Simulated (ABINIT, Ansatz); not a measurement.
**Quasiparticle gap of BaTiO3 (P4mm) in ABINIT**

How does a plane-wave GW calculation on BaTiO3 (P4mm) run from the first input to the gap?

Calculated with ABINIT 10.8.3; PBE and many-body steps on it, plane waves.

**1. Set-up**

It takes space group P4mm (No. 99, tetragonal). The conventional cell has a = 3.990 Å, b = 3.990 Å, c = 4.023 Å, α = 90.00°, β = 90.00°, γ = 90.00°. Nearest to Ba lie 12 O at 2.80 to 2.87 Å. Ti has 6 O at 1.84 to 2.18 Å nearest. Nearest to O lie 2 Ti at 1.84 to 2.18 Å and 4 Ba at 2.82 Å. O has 2 Ti at 2.00 Å and 4 Ba at 2.80 to 2.87 Å nearest. Farther neighbours and most contacts between anions are not listed.

The cell and positions come from the Crystallography Open Database and are kept as given unless a step says otherwise. Spin-orbit coupling is left out unless a step names it.

**2. Ground state**

This step: ABINIT 10.8.3; DFT, PBE, plane waves, norm-conserving pseudopotentials.

The ground-state density comes first.

The input, run.abi:

```
acell 3*1.0 Angstrom
rprim 
  3.990480000000 0.000000000000 0.000000000000
  0.000000000000 3.990480000000 0.000000000000
  0.000000000000 0.000000000000 4.023030000000
ntypat 3
znucl 56 22 8
natom 5
typat 1 2 3 3 3
xred 
  0.000000000000 0.000000000000 0.000000000000
  0.500000000000 0.500000000000 0.522000000000
  0.500000000000 0.500000000000 0.979000000000
  0.500000000000 0.000000000000 0.488000000000
  0.000000000000 0.500000000000 0.488000000000
pp_dirpath "pseudos"
pseudos "Ba.upf, Ti.upf, O.upf"
ecut 38
ngkpt 6 6 6
nshiftk 1
shiftk 0 0 0
kptopt 1
chksymbreak 0
nband 26
occopt 1
tolvrs 1e-10
nstep 60
prtwf 0
indata_prefix "in"
outdata_prefix "out"
tmpdata_prefix "tmp"
```

On the command line:

```sh
$ OMP_NUM_THREADS=1 mpirun -n 4 abinit run.abi > log
```

Numbers of over 12 decimals in the logs are rounded to 6 here.

Output:

```text
.Version 10.8.3 of ABINIT. v10.8.2 released Aug 2026.

 Symmetries : space group P4 m m (# 99); Bravais tP (primitive tetrag.)
================================================================================
 Values of the parameters that define the memory need of the present run
     intxc =       0    ionmov =       0      iscf =       7    lmnmax =       6
     lnmax =       6     mgfft =      45  mpssoang =       3    mqgrid =    3001
     natom =       5  nloc_mem =       1    nspden =       1   nspinor =       1
    nsppol =       1      nsym =       8    n1xccc =    2501    ntypat =       3
    occopt =       1   xclevel =       2
-    mband =          26        mffmem =           1         mkmem =          10
       mpw =        4860          nfft =       91125          nkpt =          40
================================================================================
  Rough estimation (10% accuracy) of disk space for files :
================================================================================

--------------------------------------------------------------------------------
------------- Echo of variables that govern the present computation ------------
--------------------------------------------------------------------------------
 -outvars: echo values of preprocessed input variables --------
            acell      1.8897261259E+00  1.8897261259E+00  1.8897261259E+00 Bohr

      chksymbreak           0
             ecut      3.80000000E+01 Hartree
-          fftalg         312

              ixc     -101130
              kpt      0.00000000E+00  0.00000000E+00  0.00000000E+00
                       1.66666667E-01  0.00000000E+00  0.00000000E+00
                       3.33333333E-01  0.00000000E+00  0.00000000E+00
                       5.00000000E-01  0.00000000E+00  0.00000000E+00
                       1.66666667E-01  1.66666667E-01  0.00000000E+00
                       3.33333333E-01  1.66666667E-01  0.00000000E+00
                       5.00000000E-01  1.66666667E-01  0.00000000E+00
                       3.33333333E-01  3.33333333E-01  0.00000000E+00
                       5.00000000E-01  3.33333333E-01  0.00000000E+00
   [... 29 further rows ...]
                       5.00000000E-01  3.33333333E-01  5.00000000E-01
                       5.00000000E-01  5.00000000E-01  5.00000000E-01
         kptrlatt        6    0    0      0    6    0      0    0    6
          kptrlen      4.52454859E+01
P           mkmem          10
            natom           5
            nband          26
            ngfft          45      45      45
             nkpt          40
            nstep          60
             nsym           8
           ntypat           3
              occ      2.000000  2.000000  2.000000  2.000000  2.000000  2.000000
                       2.000000  2.000000  2.000000  2.000000  2.000000  2.000000
                       2.000000  2.000000  2.000000  2.000000  2.000000  2.000000
                       2.000000  2.000000  0.000000  0.000000  0.000000  0.000000
                       0.000000  0.000000
            prtwf           0
            rprim      3.9904800000E+00  0.0000000000E+00  0.0000000000E+00
[...]
spgroup          99

           tolvrs      1.00000000E-10

             xred      0.0000000000E+00  0.0000000000E+00  0.0000000000E+00
[...]
znucl       56.00000   22.00000    8.00000

================================================================================

 chkinp: Checking input parameters for consistency.

================================================================================
== DATASET  1 ==================================================================
-   mpi_nproc: 4, omp_nthreads: 1 (-1 if OMP is not activated)

--- !DatasetInfo
iteration_state: {dtset: 1, }
dimensions: {natom: 5, nkpt: 40, mband: 26, nsppol: 1, nspinor: 1, nspden: 1, mpw: 4860, }
cutoff_energies: {ecut:  38.0, pawecutdg:  -1.0, }
electrons: {nelect:   4.00000000E+01, charge:   0.00000000E+00, occopt:   1.00000000E+00, tsmear:   1.00000000E-02, }

 Real(R)+Recip(G) space primitive vectors, cartesian coordinates (Bohr,Bohr^-1):
 R(1)=  7.5409143  0.0000000  0.0000000  G(1)=  0.1326099  0.0000000  0.0000000
 R(2)=  0.0000000  7.5409143  0.0000000  G(2)=  0.0000000  0.1326099  0.0000000
 R(3)=  0.0000000  0.0000000  7.6024249  G(3)=  0.0000000  0.0000000  0.1315370
 Unit cell volume ucvol=  4.3231485E+02 bohr^3
 Angles (23,13,12)=  9.00000000E+01  9.00000000E+01  9.00000000E+01 degrees

 getcut: wavevector=  0.0000  0.0000  0.0000  ngfft=  45  45  45
         ecut(hartree)=     38.000   => boxcut(ratio)=   2.08566

--- Pseudopotential description ------------------------------------------------
- Ba Generated using ONCVPSP code by D. R. Hamann
- 56.00000  10.00000  171031                  znucl, zion, pspdat
12 -101130 2 -1 1958                          pspcod,pspxc,lmax,lloc,mmax
     nproj     2     2     2
  pspatm : epsatm=   26.75150155
         --- l  ekb(1:nproj) -->
[...]
pspatm: atomic psp has been read  and splines computed

- Ti Generated using ONCVPSP code by D. R. Hamann
- 22.00000  12.00000  171031                  znucl, zion, pspdat
12 -101130 2 -1 1586                          pspcod,pspxc,lmax,lloc,mmax
[...]
ETOT  8  -137.38552180558    -1.094E-03 6.889E-03 1.562E+00
 ETOT  9  -137.38580460696    -2.828E-04 4.046E-03 2.471E-01
 ETOT 10  -137.38585632205    -5.172E-05 6.390E-03 4.527E-03
 ETOT 11  -137.38585726138    -9.393E-07 3.822E-03 5.973E-05
 ETOT 12  -137.38585727248    -1.110E-08 4.984E-03 2.485E-06
 ETOT 13  -137.38585727308    -6.034E-10 7.272E-03 9.587E-08
 ETOT 14  -137.38585727311    -2.095E-11 3.122E-03 1.977E-09
 ETOT 15  -137.38585727310     7.958E-13 1.865E-03 1.240E-10
 ETOT 16  -137.38585727311    -2.530E-12 2.941E-03 1.979E-12

 At SCF step   16       vres2   =  1.98E-12 < tolvrs=  1.00E-10 =>converged.

 Cartesian components of stress tensor (hartree/bohr^3)
  sigma(1 1)= -1.06241850E-04  sigma(3 2)=  0.00000000E+00
  sigma(2 2)= -1.06241850E-04  sigma(3 1)=  0.00000000E+00
  sigma(3 3)= -1.82878802E-04  sigma(2 1)=  0.00000000E+00

--- !ResultsGS
iteration_state: {dtset: 1, }
comment   : Summary of ground state results
lattice_vectors:
- [  7.5409143,   0.0000000,   0.0000000, ]
- [  0.0000000,   7.5409143,   0.0000000, ]
- [  0.0000000,   0.0000000,   7.6024249, ]
lattice_lengths: [   7.54091,    7.54091,    7.60242, ]
lattice_angles: [ 90.000,  90.000,  90.000, ] # degrees, (23, 13, 12)
lattice_volume:   4.3231485E+02
convergence: {deltae: -2.530E-12, res2:  1.979E-12, residm:  2.941E-03, diffor: null, }
etotal    :  -1.37385857E+02
entropy   :   0.00000000E+00
fermie    :   2.46877495E-01
cartesian_stress_tensor: # hartree/bohr^3
- [ -1.06241850E-04,   0.00000000E+00,   0.00000000E+00, ]
- [  0.00000000E+00,  -1.06241850E-04,   0.00000000E+00, ]
- [  0.00000000E+00,   0.00000000E+00,  -1.82878802E-04, ]
pressure_GPa:   3.8773E+00
xred      :
- [  0.0000E+00,   0.0000E+00,   0.0000E+00, Ba]
- [  5.0000E-01,   5.0000E-01,   5.2200E-01, Ti]
- [  5.0000E-01,   5.0000E-01,   9.7900E-01,  O]
- [  5.0000E-01,   0.0000E+00,   4.8800E-01,  O]
- [  0.0000E+00,   5.0000E-01,   4.8800E-01,  O]
cartesian_forces: # hartree/bohr
- [ -0.00000000E+00,  -0.00000000E+00,   2.80910277E-03, ]
- [ -0.00000000E+00,  -0.00000000E+00,  -3.72901789E-03, ]
- [ -0.00000000E+00,  -0.00000000E+00,  -2.06776876E-05, ]
- [ -0.00000000E+00,  -0.00000000E+00,   4.70296401E-04, ]
- [ -0.00000000E+00,  -0.00000000E+00,   4.70296401E-04, ]
force_length_stats: {min:   2.06776876E-05, max:   3.72901789E-03, mean:   1.49987823E-03, }

 Integrated electronic density in atomic spheres:
 ------------------------------------------------
 Atom  Sphere_radius  Integrated_density
[...]
================================================================================

 ----iterations are completed or convergence reached----

 Mean square residual over all n,k,spin=   12.653E-06; max=  29.414E-04
 reduced coordinates (array xred) for    5 atoms
       0.000000000000      0.000000000000      0.000000000000
       0.500000000000      0.500000000000      0.522000000000
       0.500000000000      0.500000000000      0.979000000000
       0.500000000000      0.000000000000      0.488000000000
       0.000000000000      0.500000000000      0.488000000000
 rms dE/dt=  9.2570E-03; max dE/dt=  2.8332E-02; dE/dt below (all hartree)
    1       0.000000000000      0.000000000000     -0.021373208117
    2       0.000000000000      0.000000000000      0.028332363143
    3       0.000000000000      0.000000000000      0.000139985292
    4       0.000000000000      0.000000000000     -0.003592608346
    5       0.000000000000      0.000000000000     -0.003592608346

 cartesian coordinates (angstrom) at end:
    1      0.000000     0.000000     0.000000
    2      1.995240     1.995240     2.100022
    3      1.995240     1.995240     3.938546
    4      1.995240     0.000000     1.963239
    5      0.000000     1.995240     1.963239

 cartesian forces (hartree/bohr) at end:
[...]
frms,max,avg= 1.2176321E-03 3.7290179E-03   0.000E+00  0.000E+00  2.264E-06 h/b

 cartesian forces (eV/Angstrom) at end:
    1     -0.000000    -0.000000     0.144450
    2     -0.000000    -0.000000    -0.191754
    3     -0.000000    -0.000000    -0.00106329
    4     -0.000000    -0.000000     0.024184
    5     -0.000000    -0.000000     0.024184
 frms,max,avg= 6.2613158E-02 1.9175381E-01   0.000E+00  0.000E+00  1.164E-04 e/A
 length scales=  1.889726125908  1.889726125908  1.889726125908 bohr
              =  1.000000000000  1.000000000000  1.000000000000 angstroms
 prteigrs : about to open file out_EIG
 Fermi (or HOMO) energy (hartree) =   0.24688   Average Vxc (hartree)=  -0.42067
 Eigenvalues (hartree) for nkpt=  40  k points:
 kpt#   1, nband= 26, wtk=  0.00463, kpt=  0.0000  0.0000  0.0000 (reduced coord)
  -1.82902   -0.95838   -0.95571   -0.95571   -0.66700   -0.37437   -0.35146   -0.34702
  -0.12184   -0.12184   -0.12179    0.15967    0.16067    0.16067    0.19522    0.19522
   0.20348    0.23045    0.23326    0.23326    0.31491    0.32841    0.32841    0.40096
   0.42300    0.43021
 prteigrs : prtvol=0 or 1, do not print more k-points.

--- !EnergyTerms
iteration_state     : {dtset: 1, }
comment             : Components of total free energy in Hartree
kinetic             :  6.27812113529147E+01
hartree             :  2.99537990853779E+01
xc                  : -2.80678646837879E+01
Ewald energy        : -1.03492580402229E+02
psp_core            :  5.55329650225250E+00
local_psp           : -1.00807849955633E+02
non_local_psp       : -3.30586917200199E+00
total_energy        : -1.37385857273107E+02
total_energy_eV     : -3.73845962699373E+03
band_energy         : -1.05725584379354E+01

 Cartesian components of stress tensor (hartree/bohr^3)
  sigma(1 1)= -1.06241850E-04  sigma(3 2)=  0.00000000E+00
  sigma(2 2)= -1.06241850E-04  sigma(3 1)=  0.00000000E+00
  sigma(3 3)= -1.82878802E-04  sigma(2 1)=  0.00000000E+00

-Cartesian components of stress tensor (GPa)         [Pressure=  3.8773E+00 GPa]
- sigma(1 1)= -3.12574313E+00  sigma(3 2)=  0.00000000E+00
- sigma(2 2)= -3.12574313E+00  sigma(3 1)=  0.00000000E+00
- sigma(3 3)= -5.38048011E+00  sigma(2 1)=  0.00000000E+00

== END DATASET(S) ==============================================================
================================================================================

 -outvars: echo values of variables after computation  --------
           etotal     -1.3738585727E+02
            nband          26
             nkpt          40
          spgroup          99
 [... the other variables as echoed above ...]

 Calculation completed.
```

The job ended after 89 s (4 MPI ranks of Arm Neoverse V1, shared host; peak memory 0.38 GiB).

Numbers from this step:

```yaml
total_energy: -3738.4596 eV
gap: 1.851 eV
k_of_the_valence_top: 0.5, 0.5, 0.5
k_of_the_conduction_bottom: 0, 0, 0
least_direct_gap: 2.222 eV
pressure: 3.877 GPa
```

The gap is indirect, with the least direct gap 0.37 eV higher.

The cutoff was set for levels, not for stress, so the pressure can be off by some GPa.

(Continued in part 2 of 3.)

[Paths, hosts, dates, memory and timing lines, banners, echoed tables and standing remarks are left out of the program output.]

[Logs are printed without paths, hosts, clocks, repeated set-up lines and the standing remarks that a program may print on its own settings, such as how far it seeks lower states.]

[Runs of the session that timed out or met a known fault of the program may be left out.]

[Hosts, paths, dates, database ids (printed as entryN), source tags and the programs' standing remarks are cut or masked in the printed files.]

[G0W0 gaps are taken among the corrected bands and points alone; a level outside them can change the order at an edge.]

[Where Ansatz stands beside ABINIT at settings called matched, ABINIT's density can come from a denser mesh and the files from another edition; pairs whose starting gaps differed by over 0.03 eV were left out, so agreement reads better than it is.]
